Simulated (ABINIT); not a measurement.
Entries from a set of simulations; values are calculated unless marked as measured.

```
! title: A GW chain in ABINIT: KMgH3 (Pm-3m)
! method: RPA screening on LDA, plane waves, norm-conserving pseudopotentials (and 2 further levels or steps)
! program: ABINIT 10.8.3
! settings: cutoff 38 Ha, PseudoDojo scalar-relativistic 0.4.1 standard, norm-conserving, ngkpt (2, 2, 2), nband 54, ecuteps 3.9 Ha, inclvkb 2, shiftk (0, 0, 0), symchi 1, awtr 1, frequency ppm, 2×2×2 k-mesh
! cost: 5 runs, 67 s in all on 4 MPI ranks of Arm Neoverse V1, shared host
! notes: The cell and positions come from the Crystallography Open Database and are kept as given unless a step says otherwise. The 2×2×2 mesh is coarse for this cell, which bears on the long-range parts of exchange and screening.
! LDA gap: 2.05 eV, indirect
! G0W0 gap on the mesh: 4.17 eV
! GW settings: 2×2×2 mesh, 54 bands, screening to 106.1 eV, Godby-Needs plasmon pole
! known limits: short of the basis limit; coarse k mesh
CELL_PARAMETERS angstrom
4.02500 0.00000 0.00000
0.00000 4.02500 0.00000
0.00000 0.00000 4.02500
ATOMIC_POSITIONS crystal
K 0.00000 0.00000 0.00000
Mg 0.50000 0.50000 0.50000
H 0.00000 0.50000 0.50000
H 0.50000 0.00000 0.50000
H 0.50000 0.50000 0.00000
```

[Long decimals in the printed logs are rounded to 6 places.]

[Logs are printed without paths, hosts, clocks, repeated set-up lines and the standing remarks that a program may print on its own settings, such as how far it seeks lower states.]

[Paths, hosts, dates, memory and timing lines, banners, echoed tables and standing remarks are left out of the program output; an Ansatz launch command may be rebuilt from the run's recorded settings. Measured values are a selection of at most five: reports struck by readers or far from the other reports are left out. None is set beside runs whose start may be inverted or whose files or cutoffs have a known fault.]

[Runs of the session that timed out or met a known fault of the program may be left out.]

[Hosts, paths, dates, database ids (printed as entryN), source tags and the programs' standing remarks are cut or masked in the printed files.]

[G0W0 gaps are taken among the corrected bands and points alone; a level outside them can change the order at an edge.]

[Where Ansatz stands beside ABINIT at settings called matched, ABINIT's density can come from a denser mesh and the files from another edition; pairs whose starting gaps differed by over 0.03 eV were left out, so agreement reads better than it is.]
